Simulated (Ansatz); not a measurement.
**NaAuF3 (cubic perovskite) (Pm-3m): Hubbard U and Hund's J by constrained RPA**

How strongly is the local Coulomb interaction screened in NaAuF3 (cubic perovskite) (Pm-3m)?

Calculated with Ansatz 0.2.0; non-magnetic PBEsol, then constrained RPA, plane waves, PAW.

The structure was built from a prototype and need not be the compound's stable phase.

## (1) Starting point

It takes space group Pm-3m (No. 221, cubic). The conventional cell has a = 4.375 Å, b = 4.375 Å, c = 4.375 Å, α = 90.00°, β = 90.00°, γ = 90.00°. Na has 12 F at 3.09 Å nearest. Nearest to Au lie 6 F at 2.19 Å. Nearest to F lie 2 Au at 2.19 Å. Farther neighbours and most contacts between anions are not listed.

The structure was relaxed with PBEsol. The structure type comes from a generator and need not be one that this composition takes. The structure was generated from a model, not taken from a measurement. The runs that relaxed it are not among those shown. The program's search for lower electronic states was switched off, so nothing shows that the state found is the lowest. Spin-orbit coupling is left out unless a step names it. The default PAW set here is soft_2. Its files were made with PBE.

## (2) PBEsol bands and orbital weights

This step: DFT, PBEsol, plane waves, PAW.

The input, input.yaml:

```yaml
crystal:
  lattice:
    - [0.0, -4.37522604, 0.0]
    - [0.0, 0.0, 4.37522604]
    - [-4.37522604, 0.0, 0.0]
  atoms:
    - { symbol: Na, position: [0.0, 0.0, 0.0] }
    - { symbol: Au, position: [0.5, 0.5, 0.5] }
    - { symbol: F, position: [0.5, 0.5, 0.0] }
    - { symbol: F, position: [0.5, 0.0, 0.5] }
    - { symbol: F, position: [0.0, 0.5, 0.5] }
kpoints:
  mp_grid: { grid: [6, 6, 6] }
  band_path:
    path:
      - [[0.0, 0.0, 0.0], [0.0, 0.5, 0.0], [0.5, 0.5, 0.0], [0.0, 0.0, 0.0], [0.5, 0.5, 0.5], [0.0, 0.5, 0.0]]
      - [[0.5, 0.5, 0.5], [0.5, 0.5, 0.0]]
    npoints: 10
hamiltonian:
  xc: pbesol
scf:
  occupations: { method: gaussian, width: 0.08 }
  n_extra_bands: 19
  max_iter: 150
  lower_state_search: "off"
output:
  eigenvalues: true
  forces: true
  stress: true
  fatbands: true
  write_density: true
  write_potential: true
  elf: true
  volumetric_format: npy
```

Run with:

```bash
> ansatz run input.yaml --threads 4 --pin off --max-ram 9216MiB --backend cpu --events-out ev --progress --plain --runs-dir out
```

Numbers of over 12 decimals in the logs are rounded to 6 here.

Output:

```text
scf.n_extra_bands = 19 over 25 filled bands (N_el = 49.0): the run solves 44 bands
Engine: ansatz 0.2.0, x86_64-unknown-linux-gnu
Pseudopotentials: kind: paw
Pseudopotential: Na, paw, valence charge 9, recommended cutoff 420 eV (normal), Na.paw.azcp
Pseudopotential: Au, paw, valence charge 19, recommended cutoff 420 eV (normal), Au.paw.azcp
Pseudopotential: F, paw, valence charge 7, recommended cutoff 420 eV (normal), F.paw.azcp
Functional definition: PBEsol
  exchange = pbesol_x
  correlation = pbesol_c
Crystal: 5 atoms, lattice volume = 83.753 Å³
Basis set: ecut = 420 eV, 1647 PW (Γ), exchange–correlation on 60×60×60 points (8 copies of the dense FFT grid, shifted against one another)
Bands: 44, of which v1, the nominal top of the filled ones, is band 25 counted from 1 (24 counted from 0)
Symmetry: 48 space group operations
Space group: Pm-3m (ITA 221), of the structure as read, at distance tolerance 4.4e-5 Å
k-points: 20 of 216
Non-local potential: Na, projectors of the file, l = 0: 3, l = 1: 2, l = 2: 1
Non-local potential: Au, projectors of the file, l = 0: 3, l = 1: 2, l = 2: 2, l = 3: 1
Non-local potential: F, projectors of the file, l = 0: 2, l = 1: 2, l = 2: 1
PAW form: soft (Blöchl's): semilocal exchange-correlation on the pseudo side does not see the compensation charge
PAW frozen core: Na, regenerated for the run's functional, and the local potential with it (the file was generated under x = pbe(κ = 0.804, μ = 0.219515), c = pbe(β = 0.066725))
PAW frozen core: Au, regenerated for the run's functional, and the local potential with it (the file was generated under x = pbe(κ = 0.804, μ = 0.219515), c = pbe(β = 0.066725))
PAW frozen core: F, regenerated for the run's functional, and the local potential with it (the file was generated under x = pbe(κ = 0.804, μ = 0.219515), c = pbe(β = 0.066725))
PAW one-centre angular grid: Na, 110 points (default); XC on 64 Gauss nodes
PAW one-centre angular grid: Au, 590 points (default); XC on 64 Gauss nodes
PAW one-centre angular grid: F, 110 points (default); XC on 64 Gauss nodes
Initial density: superposition of atomic densities (neutral atoms: chi_scale 0, normalization atom), corrected by the library's trained network
Initial wavefunctions: pseudopotential atomic-orbital guess
Functional: x = pbesol(κ = 0.804, μ = 0.123457), c = pbesol(β = 0.046)
SCF iter   1: F=—  HF=-16882.930449 eV  |F-HF|=—  |Δ(HF+E_count)|=         —  Δρ=1.35e-2  dr2=9.62e-2  ethr=1.77e-3  ⟨swp⟩=6.2  Hψ=3986  notcnv=0  defer=162
preconditioner: auto → LDOS  [metal: Δε(μ)=0.062 eV  Ē_g=22.967 eV  σ=0.080 eV  W_gap=0.38  n_scr=26 (ndim 8)  ℏωp=25.3 eV  f_vac=0.300  D(μ)=4.09/eV (n_scr^D=32)  β→1.0]
SCF iter   2: F=—  HF=-16882.925215 eV  |F-HF|=—  |Δ(HF+E_count)|=   5.23e-3  Δρ=1.24e-2  dr2=7.23e-2  ethr=1.96e-4  ⟨swp⟩=2.0  Hψ=1516  notcnv=0  defer=244
SCF iter   3: F=—  HF=-16882.905256 eV  |F-HF|=—  |Δ(HF+E_count)|=   2.00e-2  Δρ=2.35e-3  dr2=4.04e-3  ethr=1.48e-4  ⟨swp⟩=2.0  Hψ=1106  notcnv=0  defer=244
SCF iter   4: F=—  HF=-16882.905162 eV  |F-HF|=—  |Δ(HF+E_count)|=   9.40e-5  Δρ=1.76e-3  dr2=2.42e-3  ethr=8.25e-6  ⟨swp⟩=1.0  Hψ=636  notcnv=0  defer=244
SCF iter   5: F=—  HF=-16882.904757 eV  |F-HF|=—  |Δ(HF+E_count)|=   4.05e-4  Δρ=4.25e-4  dr2=8.84e-5  ethr=4.95e-6  ⟨swp⟩=2.0  Hψ=762  notcnv=0  defer=244
SCF iter   6: F=—  HF=-16882.904756 eV  |F-HF|=—  |Δ(HF+E_count)|=   1.07e-6  Δρ=8.97e-5  dr2=4.95e-6  ethr=1.80e-7  ⟨swp⟩=2.1  Hψ=1113  notcnv=0  defer=244
SCF iter   7: F=—  HF=-16882.904755 eV  |F-HF|=—  |Δ(HF+E_count)|=   2.06e-7  Δρ=1.91e-5  dr2=1.87e-7  ethr=1.01e-8  ⟨swp⟩=2.0  Hψ=1047  notcnv=0  defer=244
SCF iter   8: F=-16882.904755 eV  HF=-16882.904755 eV  |F-HF|=2.99e-9  |Δ(HF+E_count)|=   5.30e-8  Δρ=3.57e-6  dr2=5.30e-9  ethr=2.04e-10  ⟨swp⟩=17.3  Hψ=7093  notcnv=0
SCF 1 converged in 8 iterations: F = -16882.904755 eV  dr2 = 5.30e-9
  greatest PAW one-centre occupation: 1.001 electrons in one spin orbital (limit 2), on the Au atom at site 1 (counted from 0), in its partial waves of l = 0
NSCF: frozen V_eff on 62 k-points
SCF converged after 8 iterations
Free energy (F): -16882.904755 eV
Harris-Foulkes:  -16882.904755 eV  (|F-HF|=2.99e-9)
Internal energy: -16882.891608 eV  (E = F + TS)
E sigma→0 (E₀):  -16882.898181 eV
Entropy (-TS):   -0.013148 eV (-2.630 meV/atom)
Fermi energy:    5.469914 eV
--- Per-component energies (eV) ---
  E_band       = -784.923066
  E_kinetic    = 1339.044335
  E_local      = -6224.723013  (includes V_loc(G=0)·N_el)
  E_nonlocal   = 417.979847
  E_hartree    = 2453.146552
  E_xc         = -497.273379
  E_vxc        = -623.616879  (∫ρ·V_xc dr)
  E_paw        = -10400.036480  (= ΣΔE_a)
  E_vpaw       = -599.901439  (= ΣTr[D̂ρ^β])
  E_aug_tail   = 0.006705  (compensation charges beyond the density's cutoff)
  E_ewald      = -3971.527676
  E_core_change = 0.491501  (= ΣΔE_core)
  E_smearing   = -0.013148  (= −TS)
  E_closure    = -0.000000  (closes the sum)
  Σ components = -16882.904755   (vs F -16882.904755, Δ=0.00e0)
--- Forces (eV/Å), atoms counted from 1 ---
  atom   1  Na    -0.00000000    -0.00000000    -0.00000000
  atom   2  Au    -0.00000000     0.00000000     0.00000000
  atom   3  F     -0.00000000     0.00000000    -0.00000000
  atom   4  F     -0.00000000    -0.00000000    -0.00000000
  atom   5  F     -0.00000000     0.00000000     0.00000000
  max |Σ_I F_I| component: 1.49e-28 eV/Å
--- Stress (GPa, compression-positive) ---
        0.018416       0.000000       0.000000
        0.000000       0.018416       0.000000
        0.000000       0.000000       0.018416
  P = ⅓ Tr σ = 0.0184 GPa (0.184 kbar)
--- Band table (eV; the first three rows and the last of 20) ---
  k-point 0: bands = [... 21 lower, 2.1584, 2.1584, 2.8971, 2.8971, 5.5480, 10.3419, 14.3273, 14.3273, ... 15 higher]
  k-point 1: bands = [... 21 lower, 2.5329, 2.5329, 2.8987, 3.4961, 6.0552, 10.4073, 13.1065, 14.5379, ... 15 higher]
  k-point 2: bands = [... 21 lower, 2.9017, 3.0323, 3.0323, 4.0518, 7.3769, 10.0798, 12.6907, 14.8918, ... 15 higher]
  k-point 19: bands = [... 21 lower, 3.6529, 3.6529, 6.2447, 6.2447, 10.8063, 11.6411, 12.5581, 12.5581, ... 15 higher]
```

Wall time 1.9 s (4 threads of Intel Xeon Platinum 8559C (Emerald Rapids), shared host); peak memory 0.46 GiB; 6.6 s of CPU time.

This step gave:

```yaml
pressure: 0.01842 GPa
```

The electronic bands at the labelled points (eV, zero at the Fermi level):

| point | band 22 | band 23 | band 24 | band 25 | band 26 | band 27 | band 28 | band 29 |
| --- | --- | --- | --- | --- | --- | --- | --- | --- |
| Γ | -3.31 | -3.31 | -2.57 | -2.57 | 0.08 | 4.87 | 8.86 | 8.86 |
| halfway | -2.67 | -2.67 | -2.57 | -1.64 | 1.19 | 4.89 | 7.28 | 9.24 |
| X | -2.57 | -2.23 | -2.23 | -1.26 | 3.12 | 3.72 | 7.45 | 9.81 |
| halfway | -2.23 | -2.09 | -2.05 | -0.15 | 3.58 | 4.15 | 6.94 | 7.59 |
| M | -2.23 | -2.00 | -1.82 | 0.77 | 4.84 | 5.28 | 5.64 | 5.64 |
| halfway | -2.65 | -2.38 | -2.15 | -0.74 | 1.90 | 5.11 | 6.66 | 8.31 |
| Γ | -3.31 | -3.31 | -2.57 | -2.57 | 0.08 | 4.87 | 8.86 | 8.86 |
| halfway | -2.35 | -2.35 | -0.74 | -0.74 | 2.50 | 5.33 | 7.10 | 7.10 |
| R | -1.82 | -1.82 | 0.77 | 0.77 | 5.34 | 6.17 | 7.09 | 7.09 |
| halfway | -2.07 | -2.03 | -0.75 | 0.06 | 4.02 | 4.51 | 7.10 | 7.40 |
| X | -2.57 | -2.23 | -2.23 | -1.26 | 3.12 | 3.72 | 7.45 | 9.81 |
| jump to R | -1.82 | -1.82 | 0.77 | 0.77 | 5.34 | 6.17 | 7.09 | 7.09 |
| halfway | -2.05 | -1.82 | -0.40 | 0.77 | 5.19 | 5.31 | 6.07 | 6.07 |
| M | -2.23 | -2.00 | -1.82 | 0.77 | 4.84 | 5.28 | 5.64 | 5.64 |

Of the projections kept (Au 5d, F 2p), the largest for each band there; the rest of the weight can lie on other orbitals:

| point | band 22 | band 23 | band 24 | band 25 | band 26 | band 27 | band 28 | band 29 |
| --- | --- | --- | --- | --- | --- | --- | --- | --- |
| Γ | Au 5d 1.00 | Au 5d 1.00 | Au 5d 0.95 | Au 5d 0.95 | - | - | - | - |
| X | Au 5d 0.95 | Au 5d 0.66 | Au 5d 0.66 | Au 5d 0.62 | F 2p 0.23 | F 2p 0.11 | F 2p 0.02 | F 2p 0.01 |
| M | Au 5d 0.66 | Au 5d 0.80 | Au 5d 0.68 | Au 5d 0.57 | F 2p 0.25 | F 2p 0.05 | F 2p 0.01 | F 2p 0.01 |
| Γ | Au 5d 1.00 | Au 5d 1.00 | Au 5d 0.95 | Au 5d 0.95 | - | - | - | - |
| R | Au 5d 0.67 | Au 5d 0.67 | Au 5d 0.57 | Au 5d 0.57 | - | F 2p 0.26 | - | - |
| X | Au 5d 0.95 | Au 5d 0.66 | Au 5d 0.66 | Au 5d 0.62 | F 2p 0.23 | F 2p 0.11 | F 2p 0.02 | F 2p 0.01 |

Valence density in the ac plane at fractional y = 0.500, with atoms of Au and F within 0.2 Å of it. It is the smooth field of the valence electrons, not physical close to the nuclei.

Ten even steps from '0' (0 e/Å³) to '9' (14 e/Å³), each cell a mean:
```
00000146300000
00000011100000
00000000000000
00000000000000
00000122200000
42000367520013
84101489720016
63000378620014
21000134310001
00000001000000
00000000000000
00000001000000
00000134200000
00000268400000
```
Columns run along a (4.4 Å), rows up along c (4.4 Å). Atoms in or near the plane, at fractional coordinates: Au at (0.50, 0.50), F at (0.50, 0.00), F at (0.00, 0.50).

ELF in the ac plane at fractional y = 0.500, with atoms of Au and F within 0.2 Å of it. It is the smooth field of the valence electrons, not physical close to the nuclei.

Values, 14 rows by 14 columns, each cell a mean:
```
0.01 0.01 0.05 0.26 0.60 0.79 0.73 0.64 0.77 0.75 0.48 0.16 0.02 0.01
0.03 0.02 0.02 0.11 0.33 0.60 0.70 0.71 0.69 0.51 0.24 0.06 0.02 0.02
0.21 0.12 0.04 0.04 0.10 0.20 0.28 0.31 0.26 0.16 0.07 0.03 0.06 0.16
0.56 0.41 0.14 0.08 0.14 0.21 0.24 0.25 0.23 0.19 0.11 0.07 0.24 0.48
0.80 0.70 0.35 0.14 0.25 0.42 0.47 0.47 0.46 0.36 0.19 0.16 0.51 0.75
0.75 0.77 0.54 0.19 0.31 0.53 0.61 0.63 0.59 0.46 0.23 0.26 0.69 0.77
0.52 0.69 0.61 0.22 0.32 0.54 0.67 0.73 0.63 0.47 0.25 0.31 0.71 0.64
0.68 0.75 0.57 0.20 0.32 0.54 0.63 0.67 0.61 0.47 0.24 0.28 0.70 0.73
0.81 0.76 0.43 0.16 0.28 0.48 0.54 0.54 0.53 0.42 0.21 0.20 0.60 0.79
0.67 0.53 0.21 0.10 0.18 0.28 0.32 0.32 0.31 0.25 0.14 0.10 0.33 0.60
0.33 0.21 0.06 0.05 0.10 0.16 0.20 0.22 0.19 0.14 0.08 0.04 0.11 0.26
0.07 0.04 0.02 0.06 0.21 0.43 0.57 0.61 0.54 0.35 0.14 0.04 0.02 0.05
0.01 0.01 0.04 0.21 0.53 0.76 0.75 0.69 0.77 0.70 0.41 0.12 0.02 0.01
0.01 0.01 0.07 0.33 0.67 0.81 0.68 0.52 0.75 0.80 0.56 0.21 0.03 0.01
```
Columns run along a (4.4 Å), rows up along c (4.4 Å). Atoms in or near the plane, at fractional coordinates: Au at (0.50, 0.50), F at (0.50, 0.00), F at (0.00, 0.50).

## (3) Constrained RPA: Au d, bands v5 to v1, 4×4×4 mesh, medium accuracy

Constrained RPA screens the interaction with every transition except those inside the target bands, which a later many-body model would treat itself.

This step: constrained RPA on PBEsol, plane waves, PAW.

input.yaml, the sections that differ from step 2:

```yaml
kpoints:
  mp_grid: { grid: [6, 6, 6] }
output:
  crpa:
    kmesh: [4, 4, 4]
    target_bands: [v5, v1]
    projections: [{ species: Au, l: d, shell: 5 }]
  local_orbitals:
    kmesh: [8, 8, 8]
    orbitals: [{ species: Au, l: d, shell: 5 }]
    window: { bands: [v5, v1] }
    seedname: lo
# crystal, hamiltonian, scf: as in step 2
```

Output:

```text
[...]
Crystal: 5 atoms, lattice volume = 83.753 Å³
Basis set: ecut = 420 eV, 1647 PW (Γ)
Bands: 44, of which v1, the nominal top of the filled ones, is band 25 counted from 1 (24 counted from 0)
Symmetry: 48 space group operations
[...]
k-points: 20 of 216
[...]
SCF iter   1: F=—  HF=-16882.930497 eV  |F-HF|=—  |Δ(HF+E_count)|=         —  Δρ=1.35e-2  dr2=9.62e-2  ethr=1.77e-3  ⟨swp⟩=6.2  Hψ=3980  notcnv=0  defer=163
[...]
SCF iter   8: F=-16882.904800 eV  HF=-16882.904800 eV  |F-HF|=3.65e-9  |Δ(HF+E_count)|=   3.37e-8  Δρ=3.34e-6  dr2=5.07e-9  ethr=2.04e-10  ⟨swp⟩=12.9  Hψ=4751  notcnv=0
SCF 1 converged in 8 iterations: F = -16882.904800 eV  dr2 = 5.07e-9
[...]
NSCF: frozen V_eff on 38 k-points
[...]
cRPA screening: q 1/64
cRPA screening: q 2/64
cRPA screening: q 8/64 (q-point 3)
cRPA screening: q 11/64 (q-point 6)
cRPA screening: q 23/64 (q-point 7)
cRPA screening: q 35/64 (q-point 11)
cRPA screening: q 38/64 (q-point 22)
cRPA screening: q 46/64 (q-point 23)
cRPA screening: q 58/64 (q-point 27)
cRPA screening: q 64/64 (q-point 43)
SCF converged after 8 iterations
Free energy (F): -16882.904800 eV
[...]
Internal energy: -16882.891652 eV  (E = F + TS)
E sigma→0 (E₀):  -16882.898226 eV
Entropy (-TS):   -0.013147 eV (-2.629 meV/atom)
Fermi energy:    5.470227 eV
[...]
--- Band table (eV; the first three rows and the last of 20) ---
  k-point 0: bands = [... 21 lower, 2.1585, 2.1585, 2.8976, 2.8976, 5.5485, 10.3427, 14.3288, 14.3288, ... 15 higher]
  k-point 1: bands = [... 21 lower, 2.5330, 2.5330, 2.8992, 3.4965, 6.0557, 10.4081, 13.1075, 14.5394, ... 15 higher]
  k-point 2: bands = [... 21 lower, 2.9022, 3.0325, 3.0325, 4.0522, 7.3774, 10.0805, 12.6917, 14.8922, ... 15 higher]
  k-point 19: bands = [... 21 lower, 3.6531, 3.6531, 6.2450, 6.2450, 10.8067, 11.6415, 12.5583, 12.5583, ... 15 higher]
--- cRPA (band scheme, projected local orbitals): target bands 21..25 (1-based), 5 Wannier function(s), 4×4×4 mesh, 50 bands' worth read of 55 solved, ecut_chi 136.0 eV, v(q+G=0) probe_charge, pair densities all_electron ---
  bands read: the sum over 50 bands ends inside a degenerate multiplet in 8 slots, whose members it reads at an even weight; the widest, k=42: bands 50 to 52 (counted from 1) at 1/3 each
  χ-basis size per q: N_G = 292..320
  window electrons = 9.0000, filled by tetrahedron_uncorrected; constrained ε̄⁻¹(q = 0, 0) head = 0.350827; min gauge Gram eig = 0.5714
  Kanamori averages over each shell's own Wannier functions (sites counted from 0, functions from 1):
    Site 1, 5D, 5 of 5 d orbitals (Wannier functions 1, 2, 3, 4, 5; wannier90's mr 1, 2, 3, 4, 5):
      screened: U = 4.6886 eV, U' = 4.0174 eV, J = 0.3090 eV
      screened d-shell averages: U_bar = F0 = 4.1517 eV, J_bar = 0.4432 eV
      screened, to within: U = 1.4e-2 eV, U' = 1.4e-2 eV, J = 5.7e-4 eV
      screened d-shell averages, to within: U_bar = 1.2e-2 eV, J_bar = 9.7e-4 eV
      bare: V = 12.5867 eV, V' = 11.5913 eV, J = 0.4260 eV
      bare d-shell averages: V_bar = F0 = 11.7904 eV, J_bar = 0.6251 eV
  Hermiticity witness max|P − P†| over intra, direct and exchange elements: 1.15e-14 eV (screened), 1.78e-15 eV (bare)
  Reality witness max|Im| over intra, direct and exchange elements: 6.60e-18 eV (screened), 1.65e-17 eV (bare)
```

It took 44 s on 4 threads; peak memory 0.7 GiB; 2.7 min of CPU time.

This step gave:

* U: 4.689 eV
* U prime (inter-orbital): 4.017 eV
* J: 0.3090 eV
* bare V: 12.59 eV
* bare J: 0.4260 eV
* stated bound on U: 0.01313 eV
* U over bare V: 0.3725
* electrons in the window: 9.000
* head of the constrained inverse dielectric matrix: 0.3508
* least eigenvalue of the projection's overlap: 0.5714
* target functions: 5
* bands in the sums: 50
* r.m.s. miss of the model bands: 0.001551 eV
* width of the target bands: 4.086 eV
* weight of the projected orbitals in the window: 0.7297

On the Au d shell, screening brings the on-site interaction from 12.6 eV down to U = 4.69 eV.

Kanamori averages over each shell's functions. Crpa shells, by row:

| site | element | shell | orbitals | U (eV) | U' (eV) | J (eV) | bare V (eV) | bare V' (eV) | bare J (eV) | bound on U (eV) |
| --- | --- | --- | --- | --- | --- | --- | --- | --- | --- | --- |
| 2 | Au | 5D | 5 | 4.689 | 4.017 | 0.309 | 12.59 | 11.59 | 0.426 | 0.01313 |

Density-density elements U_iijj, eV. U matrix, by row:

| orbital | Au2 dz2 | Au2 dxz | Au2 dyz | Au2 dx2-y2 | Au2 dxy |
| --- | --- | --- | --- | --- | --- |
| Au2 dz2 | 4.646 | 4.131 | 4.131 | 3.863 | 3.887 |
| Au2 dxz | 4.131 | 4.717 | 4.005 | 3.968 | 4.005 |
| Au2 dyz | 4.131 | 4.005 | 4.717 | 3.968 | 4.005 |
| Au2 dx2-y2 | 3.863 | 3.968 | 3.968 | 4.646 | 4.212 |
| Au2 dxy | 3.887 | 4.005 | 4.005 | 4.212 | 4.717 |

Exchange elements U_ijji, eV. J matrix, by row:

| orbital | Au2 dz2 | Au2 dxz | Au2 dyz | Au2 dx2-y2 | Au2 dxy |
| --- | --- | --- | --- | --- | --- |
| Au2 dz2 | - | 0.261 | 0.261 | 0.391 | 0.348 |
| Au2 dxz | 0.261 | - | 0.319 | 0.319 | 0.319 |
| Au2 dyz | 0.261 | 0.319 | - | 0.319 | 0.319 |
| Au2 dx2-y2 | 0.391 | 0.319 | 0.319 | - | 0.232 |
| Au2 dxy | 0.348 | 0.319 | 0.319 | 0.232 | - |

Projected local orbitals of the target window. Electronic bands along the path, in eV, zero at the Fermi level; # counts the bands kept:

| point | #2 | #3 | #4 | #5 |
| --- | --- | --- | --- | --- |
| Γ | -3.31 | -3.31 | -2.57 | -2.57 |
| halfway | -2.67 | -2.67 | -2.57 | -1.64 |
| X | -2.57 | -2.23 | -2.23 | -1.26 |
| halfway | -2.23 | -2.09 | -2.05 | -0.15 |
| M | -2.23 | -2.00 | -1.82 | 0.77 |
| halfway | -2.65 | -2.38 | -2.15 | -0.74 |
| Γ | -3.31 | -3.31 | -2.57 | -2.57 |
| halfway | -2.35 | -2.35 | -0.74 | -0.74 |
| R | -1.82 | -1.82 | 0.77 | 0.77 |
| halfway | -2.07 | -2.03 | -0.75 | 0.06 |
| X | -2.57 | -2.23 | -2.23 | -1.26 |
| jump to R | -1.82 | -1.82 | 0.77 | 0.77 |
| halfway | -2.05 | -1.82 | -0.40 | 0.77 |
| M | -2.23 | -2.00 | -1.82 | 0.77 |

The same for Kohn-Sham, solved directly:

| point | #2 | #3 | #4 | #5 |
| --- | --- | --- | --- | --- |
| Γ | -3.31 | -3.31 | -2.57 | -2.57 |
| X | -2.57 | -2.23 | -2.23 | -1.26 |
| M | -2.23 | -2.00 | -1.82 | 0.77 |
| Γ | -3.31 | -3.31 | -2.57 | -2.57 |
| R | -1.82 | -1.82 | 0.77 | 0.77 |
| X | -2.57 | -2.23 | -2.23 | -1.26 |
| R | -1.82 | -1.82 | 0.77 | 0.77 |
| M | -2.23 | -2.00 | -1.82 | 0.77 |

The first set of electronic bands as a text plot (rows in eV):

```
    0.7 |             ***                    *****        *******
    0.5 |                *                  *    **
    0.3 |            *                             *       *
    0.2 |           *     *                *      *
    0.0 |                                           *       *
   -0.2 |
   -0.3 |                  **            **        * *       *
   -0.5 |          *
   -0.7 |                    *          *           * *
   -0.8 |         *                                    *
   -1.0 |
   -1.2 |       **            *        *             *  **    *
   -1.4 |     **
   -1.5 |    *
   -1.7 |   *                  *     **               *        *
   -1.9 |            *****                  *******       *******
   -2.0 |  *       **********              *      ****      **
   -2.2 |      **********  **** *   *    **        * *****    ***
   -2.4 | *   *      **  **  * *** *    *           *   *
   -2.5 |*********  *      ** *  **    *             *   *
   -2.7 |   *                *       ***
   -2.9 |          *          **     **               *
   -3.1 |  *      *            **   *                  *
   -3.2 |*********              ****                    **
         Γ      X      M          Γ            R        X|R     M
```

Onsite levels, by row:

| orbital | level less Fermi level (eV) |
| --- | --- |
| Au2 dz2 | -0.9581 |
| Au2 dxz | -2.37 |
| Au2 dyz | -2.37 |
| Au2 dx2-y2 | -0.9581 |
| Au2 dxy | -2.37 |

Largest distinct elements between sites. Hoppings, by row:

| from | to | cell | distance (Å) | t (eV) |
| --- | --- | --- | --- | --- |
| Au2 dz2 | Au2 dz2 | 0 1 0 | 4.375 | -0.538 |
| Au2 dx2-y2 | Au2 dx2-y2 | 0 0 -1 | 4.375 | -0.408 |
| Au2 dz2 | Au2 dx2-y2 | 0 0 -1 | 4.375 | 0.225 |
| Au2 dxy | Au2 dxy | -1 0 0 | 4.375 | -0.1681 |
| Au2 dz2 | Au2 dz2 | -1 0 0 | 4.375 | -0.1482 |
| Au2 dz2 | Au2 dz2 | 0 -2 0 | 8.75 | -0.0709 |
| Au2 dx2-y2 | Au2 dx2-y2 | -1 0 1 | 6.188 | 0.0701 |
| Au2 dx2-y2 | Au2 dx2-y2 | 0 0 -2 | 8.75 | -0.0532 |
| Au2 dz2 | Au2 dz2 | -1 1 0 | 6.188 | 0.0465 |
| Au2 dz2 | Au2 dx2-y2 | -1 1 0 | 6.188 | 0.041 |
| Au2 dyz | Au2 dyz | -1 -1 0 | 6.188 | -0.0385 |
| Au2 dz2 | Au2 dx2-y2 | 0 0 -2 | 8.75 | 0.0308 |

(Continued in part 2 of 2.)

[Paths, hosts, dates, memory and timing lines, banners, echoed tables and standing remarks are left out of the program output.]

[Logs are printed without paths, hosts, clocks, repeated set-up lines and the standing remarks that a program may print on its own settings, such as how far it seeks lower states.]

[Runs of the session that timed out or met a known fault of the program may be left out.]

[Hosts, paths, dates, database ids (printed as entryN), source tags and the programs' standing remarks are cut or masked in the printed files.]
